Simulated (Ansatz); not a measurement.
# BeRu, from a guessed structure to a relaxed one, part 2 of 2

This structure for BeRu is made up. Its elements were placed in a known structure type with a cell scaled to their sizes. What cell does the guess relax to, and how far off was it?

Ansatz 0.2.0; DFT, PBE, plane-wave PAW, files of the set soft_1, scalar-relativistic, no spin, cell and ions relaxed at zero pressure; PAW set soft_1 (the session's first sound run).

So far: The starting structure; Relaxing cell and atoms. The relaxed cell has a = 2.776, c = 5.646 Å (conventional setting).

## (3) Electronic structure of the relaxed cell

A second self-consistent run takes a narrower smearing and the mesh shown in its input; the bands follow along the standard path of the relaxed lattice.

This step: DFT, PBE, plane-wave PAW, files of the set soft_1, scalar-relativistic, no spin, bands and density of states at the relaxed cell; PAW set soft_1 (Ansatz 0.2.0).

input.yaml

```yaml
crystal:
  lattice:
    - [2.776451761, 0.0, 0.0]
    - [0.0, 2.776451761, 0.0]
    - [0.0, 0.0, 5.6456528871]
  atoms:
    - { symbol: Ru, position: [0.5, 0.0, 0.1516289518] }
    - { symbol: Ru, position: [0.0, 0.5, 0.8483710482] }
    - { symbol: Be, position: [0.5, 0.0, 0.593614668] }
    - { symbol: Be, position: [0.0, 0.5, 0.406385332] }
kpoints:
  mp_grid: { grid: [12, 12, 6] }
  band_path:
    path:
      - [[0.0, 0.0, 0.0], [0.0, 0.5, 0.0], [0.5, 0.5, 0.0], [0.0, 0.0, 0.0], [0.0, 0.0, 0.5], [0.0, 0.5, 0.5], [0.5, 0.5, 0.5], [0.0, 0.0, 0.5]]
      - [[0.0, 0.5, 0.0], [0.0, 0.5, 0.5]]
      - [[0.5, 0.5, 0.0], [0.5, 0.5, 0.5]]
    npoints: 8
scf:
  occupations: { method: fermi_dirac, width: 0.03 }
  n_extra_bands: 8
hamiltonian:
  xc: pbe
  pseudopotentials: { kind: paw, azcp: { folder: soft_1 } }
output:
  forces: true
  stress: true
  write_bands: true
  dos: { projected: true }
  write_density: true
  write_potential: true
  elf: true
  volumetric_format: npy
```

Launch:

```sh
$ ansatz run input.yaml --threads 4 --pin off --max-ram 8192MiB --backend cpu --events-out ev --progress --plain --runs-dir out
```

Numbers of over 12 decimals in the logs are rounded to 6 here.

Log:

```text
[...]
Crystal: 4 atoms, lattice volume = 43.521 Å³
Basis set: ecut = 420 eV, 855 PW (Γ), exchange–correlation on 40×40×80 points (8 copies of the dense FFT grid, shifted against one another)
Bands: 26, of which v1, the nominal top of the filled ones, is band 18 counted from 1 (17 counted from 0)
Symmetry: 16 space group operations
[...]
k-points: 112 of 864
[...]
SCF iter   1: F=—  HF=-11948.395722 eV  |F-HF|=—  |Δ(HF+E_count)|=         —  Δρ=1.66e-1  dr2=2.83e1  ethr=3.10e-3  ⟨swp⟩=6.0  Hψ=13561  notcnv=0
[...]
SCF iter   8: F=-11943.887099 eV  HF=-11943.887099 eV  |F-HF|=7.14e-9  |Δ(HF+E_count)|=   3.66e-8  Δρ=4.77e-6  dr2=1.04e-8  ethr=2.78e-10  ⟨swp⟩=12.6  Hψ=18454  notcnv=0
SCF 1 converged in 8 iterations: F = -11943.887099 eV  dr2 = 1.04e-8
[...]
NSCF: frozen V_eff on 75 k-points
SCF converged after 8 iterations
Free energy (F): -11943.887099 eV
[...]
Internal energy: -11943.882048 eV  (E = F + TS)
E sigma→0 (E₀):  -11943.884574 eV
Entropy (-TS):   -0.005051 eV (-1.263 meV/atom)
Fermi energy:    17.196025 eV
[...]
--- Forces (eV/Å), atoms counted from 1 ---
  atom   1  Ru     0.00000000     0.00000000    -0.06725263
  atom   2  Ru     0.00000000     0.00000000     0.06725263
  atom   3  Be     0.00000000     0.00000000    -0.01439639
  atom   4  Be     0.00000000     0.00000000     0.01439639
  max |Σ_I F_I| component: 0.00e0 eV/Å
--- Stress (GPa, compression-positive) ---
       -0.013550       0.000000       0.000000
        0.000000      -0.013550       0.000000
        0.000000       0.000000      -0.077532
  P = ⅓ Tr σ = -0.0349 GPa (-0.349 kbar)
--- Band table (eV; the first three rows and the last of 112) ---
  k-point 0: bands = [... 14 lower, 14.9069, 14.9069, 16.6695, 17.6045, 17.6045, 17.8361, 18.1860, 22.5747, ... 4 higher]
  k-point 1: bands = [... 14 lower, 14.9544, 15.2698, 16.6707, 17.4593, 17.4593, 18.0672, 18.1843, 22.8556, ... 4 higher]
  k-point 2: bands = [... 14 lower, 15.0619, 15.8550, 16.6731, 17.1764, 17.1764, 18.1809, 18.7733, 22.8599, ... 4 higher]
  k-point 111: bands = [... 14 lower, 16.0665, 16.0665, 18.8281, 18.8281, 20.1066, 20.1066, 20.3934, 20.3934, ... 4 higher]
```

Elapsed: 2.3 s, on 4 threads of Arm Neoverse V2, shared host; peak memory 0.39 GiB.

This step gave:

| Quantity | Value |
| --- | --- |
| free energy | -11943.8871 eV |
| energy at zero smearing | -11943.8846 eV |
| smearing term TS | 0.005051 eV |
| Fermi energy | 17.20 eV |
| pressure | -0.03488 GPa |

From bands.tsv, the bands that come nearest the Fermi level along the path, at its corners, in eV from the Fermi level:

```tsv
point	band 15	band 16	band 17	band 18	band 19	band 20	band 21	band 22
Γ	-2.29	-2.29	-0.53	0.41	0.41	0.64	0.99	5.38
X	-2.52	-2.52	-0.62	-0.62	0.42	0.42	2.03	2.03
M	-1.15	-1.15	-0.84	-0.84	1.63	1.63	4.02	4.02
Γ	-2.29	-2.29	-0.53	0.41	0.41	0.64	0.99	5.38
Z	-2.07	-1.15	-0.52	-0.16	-0.16	0.98	2.14	5.06
R	-2.58	-2.58	-1.72	-1.72	0.58	0.58	2.66	2.66
A	-1.13	-1.13	1.63	1.63	2.91	2.91	3.20	3.20
Z	-2.07	-1.15	-0.52	-0.16	-0.16	0.98	2.14	5.06
X	-2.52	-2.52	-0.62	-0.62	0.42	0.42	2.03	2.03
R	-2.58	-2.58	-1.72	-1.72	0.58	0.58	2.66	2.66
M	-1.15	-1.15	-0.84	-0.84	1.63	1.63	4.02	4.02
A	-1.13	-1.13	1.63	1.63	2.91	2.91	3.20	3.20
```

Counts of states for the cell as run, both spins, by energy window (eV from the Fermi level): Near the top, bands beyond those computed are missing, so counts there can be too low.

```
from  to  total
  -8  -7   0.52
  -7  -6   0.93
  -6  -5   2.50
  -5  -4   3.51
  -4  -3   2.80
  -3  -2   3.93
  -2  -1   4.32
  -1   0   1.08
   0   1   2.58
   1   2   1.92
   2   3   1.40
   3   4   1.11
   4   5   0.93
   5   6   0.55
```

A further 16.3 states lie below the table's range.

Force by atom:

```tsv
atom	x (eV/Å)	y (eV/Å)	z (eV/Å)	size
Ru1	0.0000	0.0000	-0.0673	0.0673
Ru2	0.0000	0.0000	0.0673	0.0673
Be3	0.0000	0.0000	-0.0144	0.0144
Be4	0.0000	0.0000	0.0144	0.0144
```

Valence density in the ac plane at fractional y = 0.000, with atoms of Ru and Be within 0.2 Å of it. It is the smooth field of the valence electrons, not physical close to the nuclei.

Values in e/Å³, 24 rows by 14 columns, each cell a mean:
```
 0  0  0  0  0  0  0  0  0  0  0  0  0  0
 0  0  0  0  0  0  0  0  0  0  0  0  0  0
 0  0  0  0  0  0  0  0  0  0  0  0  0  0
 0  0  0  0  0  0  0  0  0  0  0  0  0  0
 0  0  0  0  0  0  0  0  0  0  0  0  0  0
 0  0  0  0  0  0  0  0  0  0  0  0  0  0
 0  0  0  0  0  0  0  0  0  0  0  0  0  0
 0  0  0  0  0  0  0  0  0  0  0  0  0  0
 0  0  0  0  0  0  0  0  0  0  0  0  0  0
 0  0  0  0  0  0  0  0  0  0  0  0  0  0
 0  0  0  0  0  0  0  0  0  0  0  0  0  0
 0  0  0  0  0  0  0  0  0  0  0  0  0  0
 0  0  0  0  0  0  0  0  0  0  0  0  0  0
 0  0  0  0  0  0  0  0  0  0  0  0  0  0
 0  0  0  0  0  0  0  0  0  0  0  0  0  0
 0  0  0  0  0  1  1  1  1  1  0  0  0  0
 0  0  0  0  1  1  2  2  2  1  1  0  0  0
 0  0  0  1  2  3  4  5  4  3  2  1  0  0
 0  0  1  1  3  6  8  9  8  6  3  1  1  0
 0  0  1  2  4  8 11 12 11  8  4  2  1  0
 0  0  1  2  4  8 10 12 10  8  4  2  1  0
 0  0  1  1  3  6  8  9  8  6  3  1  1  0
 0  0  0  1  2  3  4  5  4  3  2  1  0  0
 0  0  0  0  1  1  2  2  2  1  1  0  0  0
```
Columns run along a (2.8 Å), rows up along c (5.6 Å). Atoms in or near the plane, at fractional coordinates: Ru at (0.50, 0.15), Be at (0.50, 0.59).

Electrostatic potential energy in the ac plane at fractional y = 0.000, with atoms of Ru and Be within 0.2 Å of it. With pseudopotentials it is smooth inside the atoms' cores, unlike the true potential.

Ten even steps from '_' (-71 eV) to '@' (19 eV):
```
@@@@@@@@@@@@@@%%@@@@@@@@@@@@
@@@@@@@@@@@@@@@@@@@@@@@@@@@@
@@@@@@@@@@@@@@@@@@@@@@@@@@@@
@@@@@@@@@@@@@@@@@@@@@@@@@@@@
@@@@@@@@@@@@@@@@@@@@@@@@@@@@
@@@@@@@@@@@@@@@@@@@@@@@@@@@@
@@@@@@@@@@@@@@@@@@@@@@@@@@@@
@@@@@@@@@@@@%%%%%%@@@@@@@@@@
@@@@@@@@@@%%######%%@@@@@@@@
@@@@@@@@%%##**++**##%%@@@@@@
@@@@@@@@##**++==++**##@@@@@@
@@@@@@@@##**++==++**##@@@@@@
@@@@@@@@##**++++++**##@@@@@@
@@@@@@@@%%##******##%%@@@@@@
@@@@@@@@@@%%%%##%%%%@@@@@@@@
@@@@@@@@@@@@@@@@@@@@@@@@@@@@
@@@@@@@@@@@@@@@@@@@@@@@@@@@@
@@@@@@@@@@@@@@@@@@@@@@@@@@@@
@@@@@@@@@@@@@@@@@@@@@@@@@@@@
@@@@@@@@@@%%######%%@@@@@@@@
@@@@@@@@##**======**##@@@@@@
@@@@@@%%++--......--++%%@@@@
@@@@%%**--..______..--**%%@@
@@@@%%**::__________::**%%@@
@@@@%%++::__________::++%%@@
@@@@%%**--__________--**%%@@
@@@@@@##++::..__..::++##@@@@
@@@@@@%%##++==--==++##%%@@@@
@@@@@@@@%%%%##**##%%%%@@@@@@
```
Columns run along a (2.8 Å; values clipped at the 3rd and 97th percentile), rows up along c (5.6 Å). Atoms in or near the plane, at fractional coordinates: Ru at (0.50, 0.15), Be at (0.50, 0.59).

ELF in the ac plane at fractional y = 0.000, with atoms of Ru and Be within 0.2 Å of it. It is the smooth field of the valence electrons, not physical close to the nuclei.

Values, 24 rows by 14 columns, each cell a mean:
```
0.34 0.34 0.32 0.28 0.23 0.20 0.20 0.20 0.20 0.20 0.23 0.28 0.32 0.34
0.31 0.32 0.32 0.31 0.27 0.22 0.19 0.18 0.19 0.22 0.27 0.31 0.32 0.32
0.31 0.31 0.32 0.32 0.30 0.27 0.24 0.24 0.24 0.27 0.30 0.32 0.32 0.31
0.32 0.33 0.33 0.33 0.33 0.32 0.31 0.31 0.31 0.32 0.33 0.33 0.33 0.33
0.36 0.36 0.37 0.38 0.39 0.39 0.40 0.40 0.40 0.39 0.39 0.38 0.37 0.36
0.40 0.41 0.43 0.45 0.47 0.47 0.45 0.44 0.45 0.47 0.47 0.45 0.43 0.41
0.44 0.45 0.48 0.51 0.50 0.43 0.33 0.29 0.33 0.43 0.50 0.51 0.48 0.45
0.47 0.48 0.51 0.51 0.42 0.23 0.11 0.07 0.11 0.23 0.42 0.51 0.51 0.48
0.48 0.49 0.50 0.45 0.25 0.06 0.01 0.00 0.01 0.06 0.25 0.45 0.50 0.49
0.46 0.46 0.45 0.37 0.16 0.02 0.00 0.00 0.00 0.02 0.16 0.37 0.45 0.46
0.42 0.42 0.42 0.37 0.21 0.07 0.03 0.02 0.03 0.07 0.21 0.37 0.42 0.42
0.40 0.41 0.43 0.43 0.39 0.30 0.23 0.21 0.23 0.30 0.39 0.43 0.43 0.41
0.41 0.43 0.46 0.49 0.53 0.55 0.55 0.55 0.55 0.55 0.53 0.49 0.46 0.43
0.45 0.45 0.48 0.51 0.55 0.60 0.64 0.65 0.64 0.60 0.55 0.51 0.48 0.45
0.48 0.47 0.46 0.45 0.45 0.47 0.49 0.50 0.49 0.47 0.45 0.45 0.46 0.47
0.47 0.45 0.38 0.33 0.31 0.34 0.38 0.40 0.38 0.34 0.31 0.33 0.38 0.45
0.44 0.39 0.30 0.26 0.30 0.39 0.46 0.48 0.46 0.39 0.30 0.26 0.30 0.39
0.41 0.34 0.25 0.28 0.40 0.51 0.56 0.58 0.56 0.51 0.40 0.28 0.25 0.34
0.37 0.30 0.26 0.37 0.52 0.60 0.59 0.58 0.59 0.60 0.52 0.37 0.26 0.30
0.33 0.27 0.28 0.43 0.58 0.61 0.54 0.47 0.54 0.61 0.58 0.43 0.28 0.27
0.31 0.25 0.26 0.41 0.56 0.60 0.54 0.48 0.54 0.60 0.56 0.41 0.26 0.25
0.31 0.26 0.23 0.34 0.50 0.59 0.61 0.60 0.61 0.59 0.50 0.34 0.23 0.26
0.33 0.29 0.23 0.27 0.39 0.51 0.58 0.60 0.58 0.51 0.39 0.27 0.23 0.29
0.35 0.33 0.28 0.24 0.27 0.34 0.40 0.42 0.40 0.34 0.27 0.24 0.28 0.33
```
Columns run along a (2.8 Å), rows up along c (5.6 Å). Atoms in or near the plane, at fractional coordinates: Ru at (0.50, 0.15), Be at (0.50, 0.59).

## (4) Summary of results

* space group, relaxed: P4/nmm
* conventional cell: a = 2.776, b = 2.776, c = 5.646 Å; α = 90.0°, β = 90.0°, γ = 90.0°
* volume per atom: 10.88 Å³ (guess 9.93)

What this shows: BeRu relaxes to P4/nmm with a = 2.776, b = 2.776 and c = 5.646 Å. The guessed volume was 9 % too small. The space group P4/nmm was held in the relaxation, so the end point is a stationary structure within it and may be a saddle against distortions or other arrangements. Bands cross the Fermi level, so it is a metal or semimetal at this level. On the 12×12×6 mesh with the narrower smearing (relaxed on 11×11×4) the largest force component is 0.067 eV/Å and the largest stress component is 0.078 GPa, against the relaxation's thresholds of 0.015 eV/Å and 0.05 GPa. The cutoff wasn't tested. A vector of the cell changed its length by 20 %, more than the volume shows. No dispersion term is used, so weakly bound directions may come out too long. The runs have no spin, and magnetism wasn't tested. Nothing here tests whether the compound is stable against decomposition.

[Logs are printed without paths, hosts, clocks, repeated set-up lines and the standing remarks that a program may print on its own settings, such as how far it seeks lower states.]

[Hosts, paths, dates, database ids (printed as entryN), source tags and the programs' standing remarks are cut or masked in the printed files.]
